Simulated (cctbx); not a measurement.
# Lattice, Laue class and space group of a new crystal

Cell: a = 8.0150 Å, b = 8.0150 Å, c = 4.6390 Å, α = 90.00°, β = 90.00°, γ = 90.00°. Expected content of the cell: Ag2 Fe24.

The data are simulated with cctbx, not measured: Cu Kα, λ = 1.54184 Å, to d = 0.8 Å, 50 % of the full sphere, strongest reflection 5000 counts, noise from counting, a 2 % proportional error and a noise floor of 4 counts (s.d.); no absorption.

A first pass over the reflections prints:

```text
1206 reflections to d = 0.801 A
centring   violations  <I/sigma> of those
    A        245 of   612      5.2
    B        237 of   617      5.1
    C        260 of   621      5.8
    I          0 of   588      0.0
    R        330 of   829      5.8
    F        371 of   925      5.3
Laue class    unique    Rint  (classes that these axes allow; Friedel mates merged)
I 1 2/m 1         315   0.033
I 1 1 2/m         325   0.033
I 2/m 1 1         304   0.036
I m m m           197   0.037
I 4/m             174   0.036
I 4/m m m         109   0.037
space group    extra absences  I>4sigma  <I/sigma>
I 4 2 2                 0          0         -  acentric
I 4 m m                 0          0         -  acentric
I -4 m 2                0          0         -  acentric
I -4 2 m                0          0         -  acentric
I 4/m m m               0          0         -  centric
Wilson B = 1.44 A^2   <|E^2-1|> = 0.832 (0.968 centric, 0.736 acentric)   E^2>4: 1.9 %
shell (A)         n   <I/sigma>
 5.67 - 1.59     17     37.0
 1.59 - 1.27     15     32.0
 1.27 - 1.11     17     24.9
 1.11 - 1.01      7     19.9
 1.01 - 0.94     13     33.4
 0.94 - 0.88     13     22.2
 0.88 - 0.84     11     22.6
 0.84 - 0.80     16     11.2
```

Q: Read the symmetry from these tables.

The reflections that I centring forbids are absent (⟨I/σ⟩ near 0), so the lattice is I.

Rint stays low (0.033 to 0.037) up to I 4/m m m, the highest class in these axes.

5 settings pass the absence test. No glide or screw absences show, which leaves I 4 2 2, I 4 m m, I -4 m 2, I -4 2 m and I 4/m m m.

⟨|E²−1|⟩ = 0.832 lies between the two ideal values. The Wilson B of 1.44 Å² means U ≈ 0.0182 Å².

The true group is I4/mmm (no. 139), Laue class 4/mmm, centrosymmetric. The tables only narrow the choice to the tied entries; cell content, site symmetry and trial solutions must settle it.

The model is made up (kin elements in a known structure type, no relaxation), so it says nothing on whether the phase exists.

[Logs are printed without paths, hosts, clocks, repeated set-up lines and the standing remarks that a program may print on its own settings, such as how far it seeks lower states.]
